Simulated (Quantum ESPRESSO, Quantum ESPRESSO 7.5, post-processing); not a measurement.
# Rh(111), 5 layers against a metal electrode: a series in the charge of the slab

Aim: how the results for Rh(111), 5 layers against a metal electrode change with the charge of the slab.

Method: plane-wave DFT, PBE, GBRV ultrasoft pseudopotentials, in Quantum ESPRESSO 7.5.

Most raw output is cut from this account.

**1. Set-up**

Symmetry: Fm-3m, No. 225, cubic system. Conventional cell: a = 3.800 Å, b = 3.800 Å, c = 3.800 Å, α = 90.00°, β = 90.00°, γ = 90.00°. Nearest to Rh lie 12 Rh at 2.69 Å.

Set-up: The slab is relaxed neutral, then held. ESM with bc3: vacuum below and a metal electrode about 6 Å above the top atoms. Cold smearing of 0.02 Ry. Charges are set per cell from the starting area. The slabs take the lattice constants of the bulk relaxed by the same program.

Members 2, 3, 4.5, 6, 7 and 8 took the same steps and show in the table alone.

**2. Variable-cell relaxation of the reference**

The bulk crystal is relaxed in cell and atoms; the members are built on its lattice constants.

Input file ref.vc.in:

```
&control
  prefix = 'ref.vc'
  outdir = './out'
  pseudo_dir = './pseudo'
  nstep = 40
  forc_conv_thr = 0.0003
  calculation = 'vc-relax'
/
&system
  ibrav = 0
  nat = 1
  ntyp = 1
  ecutwfc = 50
  ecutrho = 250
  occupations = 'smearing'
  smearing = 'mv'
  degauss = 0.02
/
&electrons
  conv_thr = 1e-09
  mixing_beta = 0.4
  electron_maxstep = 120
/
&ions
/
&cell
  press_conv_thr = 0.3
/
ATOMIC_SPECIES
  Rh  102.9055  rh_pbe_v1.4.uspp.F.UPF
CELL_PARAMETERS angstrom
  0.00000000000000 1.90000000000000 1.90000000000000
  1.90000000000000 0.00000000000000 1.90000000000000
  1.90000000000000 1.90000000000000 0.00000000000000
ATOMIC_POSITIONS crystal
  Rh  0.000000000000 0.000000000000 0.000000000000
K_POINTS automatic
  18 18 18 0 0 0
```

Launch:

```
OMP_NUM_THREADS=1 mpirun -n 4 pw.x -nk 4 -in ref.vc.in > ref.vc.out
```

Run time: 21 s. Hardware: 4 MPI ranks of Arm Neoverse V1, shared host; peak memory 0.23 GiB; 82 s of CPU time.

The steps of the relaxation:

| step | energy less that of the first step (eV) | largest force (eV/Å) | volume (Å³) |
| --- | --- | --- | --- |
| 1 | 0.0000 | 0.0000 | 13.72 |
| 2 | -0.0062 | 0.0000 | 14.21 |
| 3 | -0.0074 | 0.0000 | 14.08 |
| 4 | -0.0074 | 0.0000 | 14.07 |
| 5 | -0.0075 | 0.0000 | 14.07 |

```
conventional cell, symmetrised  before  after  change
                         a (Å)   3.800  3.832  +0.8 %
                         b (Å)   3.800  3.832  +0.8 %
                         c (Å)   3.800  3.832  +0.8 %
              volume (Å³/atom)   13.72  14.07  +2.6 %
```

Final coordinates:

```
CELL_PARAMETERS angstrom
0.00000 1.91602 1.91602
1.91602 0.00000 1.91602
1.91602 1.91602 0.00000
ATOMIC_POSITIONS crystal
Rh 0.00000 0.00000 0.00000
```

 The last row is no step: it is a fresh SCF in the final cell with a new plane-wave basis, -0 meV from the row before.

This step gave:

```
free energy  : -2329.3224 eV
Fermi energy : 20.75 eV
```

**3. Relaxing the ions of the reference**

What the set-up leaves free in this member is relaxed.

System of this step: Rh(111), 5 layers. The cell holds 5 atoms: 5 Rh. Cell: a = 2.710 Å, b = 2.710 Å, c = 23.976 Å, α = 90.0°, β = 90.0°, γ = 60.0°. It derives from Rh. Vacuum lies along c.

Input file ref.relax.in:

```
&control
  prefix = 'ref.relax'
  outdir = './out'
  pseudo_dir = './pseudo'
  nstep = 40
  forc_conv_thr = 0.001
  calculation = 'relax'
/
&system
  ibrav = 0
  nat = 5
  ntyp = 1
  ecutwfc = 40
  ecutrho = 200
  occupations = 'smearing'
  smearing = 'mv'
  degauss = 0.02
/
&electrons
  conv_thr = 1e-08
  mixing_beta = 0.4
  electron_maxstep = 120
  mixing_mode = 'local-TF'
/
&ions
/
ATOMIC_SPECIES
  Rh  102.9055  rh_pbe_v1.4.uspp.F.UPF
CELL_PARAMETERS angstrom
  2.70966510572117 0.00000000000000 0.00000000000000
  1.35483255286058 2.34663881730278 0.00000000000000
  0.00000000000000 0.00000000000000 23.97622315870094
ATOMIC_POSITIONS crystal
  Rh  0.666666666700 0.666666666700 0.315447805967
  Rh  0.000000000000 0.000000000000 0.407723902984
  Rh  0.333333333300 0.333333333300 0.500000000000 0 0 0
  Rh  0.666666666700 0.666666666700 0.592276097016
  Rh  0.000000000000 0.000000000000 0.684552194033
K_POINTS automatic
  12 12 1 0 0 0
```

Launch:

```
OMP_NUM_THREADS=1 mpirun -n 4 pw.x -nk 4 -in ref.relax.in > ref.relax.out
```

Wall time 4.3 min (4 MPI ranks); peak memory 0.56 GiB; 17 min of CPU time.

Step by step:

| step | energy less that of the first step (eV) | largest force (eV/Å) |
| --- | --- | --- |
| 1 | 0.0000 | 0.2911 |
| 2 | -0.0045 | 0.2260 |
| 3 | -0.0075 | 0.1571 |
| 4 | -0.0096 | 0.0740 |
| 5 | -0.0102 | 0.0986 |
| 6 | -0.0109 | 0.1017 |
| 7 | -0.0118 | 0.0764 |
| 8 | -0.0123 | 0.0238 |

The atoms that moved most (Å):

| atom | dx | dy | dz | length |
| --- | --- | --- | --- | --- |
| Rh1 | 0.000 | 0.000 | 0.047 | 0.047 |
| Rh5 | 0.000 | 0.000 | -0.047 | 0.047 |

Final coordinates:

```cif
data_structure
_symmetry_space_group_name_H-M 'P 1'
_symmetry_Int_Tables_number 1
_cell_length_a 2.7097
_cell_length_b 2.7097
_cell_length_c 23.9762
_cell_angle_alpha 90.000
_cell_angle_beta 90.000
_cell_angle_gamma 60.000
_cell_volume 152.46
loop_
_atom_site_label
_atom_site_type_symbol
_atom_site_fract_x
_atom_site_fract_y
_atom_site_fract_z
_atom_site_occupancy
Rh1 Rh 0.66667 0.66667 0.31740 1
Rh2 Rh 0.00000 0.00000 0.40792 1
Rh3 Rh 0.33333 0.33333 0.50000 1
Rh4 Rh 0.66667 0.66667 0.59208 1
Rh5 Rh 0.00000 0.00000 0.68260 1
```

The relaxation lowers the energy by 2 meV an atom. On the free atoms the largest force ends at 0.024 eV/Å.

Read from the output:

| Item | Value |
| --- | --- |
| free energy | -11644.9094 eV |
| Fermi energy | 6.813 eV |

**4. Self-consistent run, 0 ×10¹³ e/cm²**

A run under open boundaries on these atoms gives the vacuum levels.

Input file m2.esm.in:

```
&control
  prefix = 'm2.esm'
  outdir = './out'
  pseudo_dir = './pseudo'
  calculation = 'scf'
  tprnfor = .true.
/
&system
  ibrav = 0
  nat = 5
  ntyp = 1
  ecutwfc = 40
  ecutrho = 200
  occupations = 'smearing'
  smearing = 'mv'
  degauss = 0.02
  assume_isolated = 'esm'
  esm_bc = 'bc3'
  tot_charge = 0.0
/
&electrons
  conv_thr = 1e-08
  mixing_beta = 0.25
  electron_maxstep = 160
  mixing_mode = 'local-TF'
  mixing_ndim = 12
/
ATOMIC_SPECIES
  Rh  102.9055  rh_pbe_v1.4.uspp.F.UPF
CELL_PARAMETERS angstrom
  2.70966510572117 0.00000000000000 0.00000000000000
  1.35483255286058 2.34663881730278 0.00000000000000
  0.00000000000000 0.00000000000000 23.97622315870094
ATOMIC_POSITIONS crystal
  Rh  0.666666666700 0.666666666700 -0.120041108238
  Rh  0.000000000000 0.000000000000 -0.029517494938
  Rh  0.333333333300 0.333333333300 0.062561980262
  Rh  0.666666666700 0.666666666700 0.154641455462
  Rh  0.000000000000 0.000000000000 0.245165068762
K_POINTS automatic
  12 12 1 0 0 0
```

Launch:

```
OMP_NUM_THREADS=1 mpirun -n 4 pw.x -nk 4 -in m2.esm.in > m2.esm.out
```

Wall time 98 s (4 MPI ranks); peak memory 0.43 GiB.

Read from the output:

```
Fermi energy                                                   : -5.157 eV
vacuum line at the lower end of the cell, over the Fermi level : 5.160 eV
slope of the potential above                                   : 9.95e-5 eV/Å
vacuum line at the upper end of the cell, over the Fermi level : 5.157 eV
```

The potential energy, planar mean oscillates, so the rows of the table below give means over windows of 2.22 Å about each position, cut where the curve ends. Its maxima inside the range that stand out by 2 % of the span (Å: eV): -1.8: -0.716, 0.4: -0.645, 2.5: -0.655, 4.8: -0.723. Its minima: -2.9: -18.5, -0.7: -18.7, 1.6: -18.6, 3.7: -18.7, 5.9: -18.5.

Electrostatic potential energy of an electron; zero at the Fermi level. Table of potential energy, planar mean by z; means over each step:

```
 z (Å)  potential energy, planar mean (eV)
-10.88                                5.16
 -8.66                                5.16
 -6.44                                5.14
 -4.22                             0.00662
 -2.00                               -9.85
  0.22                               -9.68
  2.44                               -9.67
  4.66                               -9.91
  6.88                               -3.52
  9.10                                5.12
 11.32                                5.16
```

Inside the slab this potential holds the local part of the pseudopotentials, which can be repulsive at the nuclei; only its value in the vacuum has a meaning of its own.

**5. SCF with pw.x, 1 ×10¹³ e/cm²**

m3.esm.in, as its differences from the input of step 4:

```diff
@@ -1,3 +1,3 @@
 &control
-  prefix = 'm2.esm'
+  prefix = 'm3.esm'
   outdir = './out'
@@ -18,3 +18,3 @@
   esm_bc = 'bc3'
-  tot_charge = 0.0
+  tot_charge = 0.00625
 /
@@ -26,2 +26,3 @@
   mixing_ndim = 12
+  startingpot = 'file'
 /
```

Launch:

```
cp -r out/m2.esm.save out/m3.esm.save
OMP_NUM_THREADS=1 mpirun -n 4 pw.x -nk 4 -in m3.esm.in > m3.esm.out
```

It took 83 s on 4 MPI ranks; peak memory 0.45 GiB.

This step gave:

* Fermi energy: -5.950 eV
* vacuum line at the lower end of the cell, over the Fermi level: 5.157 eV
* slope of the potential above: 0.1775 eV/Å
* vacuum line at the upper end of the cell, over the Fermi level: 5.950 eV

Inside the slab this potential holds the local part of the pseudopotentials, which can be repulsive at the nuclei; only its value in the vacuum has a meaning of its own.

**6. Ground state, -1.5 ×10¹³ e/cm²**

m1.esm.in, as its differences from the input of step 5:

```diff
@@ -1,3 +1,3 @@
 &control
-  prefix = 'm3.esm'
+  prefix = 'm1.esm'
   outdir = './out'
@@ -18,3 +18,3 @@
   esm_bc = 'bc3'
-  tot_charge = 0.00625
+  tot_charge = -0.00938
 /
```

Launch:

```
cp -r out/m2.esm.save out/m1.esm.save
OMP_NUM_THREADS=1 mpirun -n 4 pw.x -nk 4 -in m1.esm.in > m1.esm.out
```

Run time: 2.4 min. Hardware: 4 MPI ranks; peak memory 0.42 GiB.

Numbers from this step:

* Fermi energy: -3.975 eV
* vacuum line at the lower end of the cell, over the Fermi level: 5.153 eV
* slope of the potential above: -0.2661 eV/Å
* vacuum line at the upper end of the cell, over the Fermi level: 3.976 eV

Inside the slab this potential holds the local part of the pseudopotentials, which can be repulsive at the nuclei; only its value in the vacuum has a meaning of its own.

**7. Ground state, -3 ×10¹³ e/cm²**

m0.esm.in, as its differences from the input of step 6:

```diff
@@ -1,3 +1,3 @@
 &control
-  prefix = 'm1.esm'
+  prefix = 'm0.esm'
   outdir = './out'
@@ -18,3 +18,3 @@
   esm_bc = 'bc3'
-  tot_charge = -0.00938
+  tot_charge = -0.01876
 /
```

Launch:

```
cp -r out/m1.esm.save out/m0.esm.save
OMP_NUM_THREADS=1 mpirun -n 4 pw.x -nk 4 -in m0.esm.in > m0.esm.out
```

It took 1.8 min on 4 MPI ranks; peak memory 0.56 GiB.

This step gave:

- Fermi energy: -2.813 eV
- vacuum line at the lower end of the cell, over the Fermi level: 5.160 eV
- slope of the potential above: -0.5322 eV/Å
- vacuum line at the upper end of the cell, over the Fermi level: 2.814 eV

Inside the slab this potential holds the local part of the pseudopotentials, which can be repulsive at the nuclei; only its value in the vacuum has a meaning of its own.

**8. The series side by side**

The series in one table:

```csv
the charge of the slab (positive: electrons removed),electrode's level over the Fermi level (eV),far face's level over the Fermi level (eV),field in the gap (eV/Å)
-3 ×10¹³ e/cm²,2.814,5.16,-0.5322
-1.5 ×10¹³ e/cm²,3.976,5.153,-0.2661
0 ×10¹³ e/cm²,5.157,5.16,9.953e-05
1 ×10¹³ e/cm²,5.95,5.157,0.1775
2 ×10¹³ e/cm²,6.75,5.155,0.3552
3 ×10¹³ e/cm²,7.555,5.164,0.5326
4.5 ×10¹³ e/cm²,8.769,5.157,0.7988
6 ×10¹³ e/cm²,9.993,5.16,1.065
7 ×10¹³ e/cm²,10.81,5.152,1.243
8 ×10¹³ e/cm²,11.64,5.163,1.42
```

**9. The arithmetic**

Last interval: C = Δσ/ΔV = 0.00098 e/Å² / 0.824 V × 1602 = 1.91 µF/cm².

**10. Results**

| Quantity | Value |
| --- | --- |
| mean capacitance at positive charge | 1.95 μF/cm² |
| effective gap ε₀/C | 4.55 Å |
| top atoms to electrode | 6.11 Å |

In words: The series holds 10 members; mean capacitance at positive charge: 1.95 μF/cm²; effective gap ε₀/C: 4.55 Å; top atoms to electrode: 6.11 Å (PBE, GBRV ultrasoft). Interval by interval C lies between 1.91 and 2.03 µF/cm². The far face's level moves by 0.01 eV over the series: the slab screens like a metal, and averaged over the positive charges the image plane lies 1.56 Å above the top atoms. The labels count charge on the starting cell; on the relaxed cell the densities are 0.983 times as large. Vacuum fills the gap; ions don't answer the charge; added electrons can spill towards the electrode at the most negative charges.

[Logs are printed without paths, hosts, clocks, repeated set-up lines and the standing remarks that a program may print on its own settings, such as how far it seeks lower states.]

[Hosts, paths, dates, database ids (printed as entryN), source tags and the programs' standing remarks are cut or masked in the printed files.]

[Maps of the electrostatic potential energy from Ansatz leave out the sawtooth potential of an applied field or a dipole correction, so their vacuum need not be flat; planar profiles and work functions include it.]
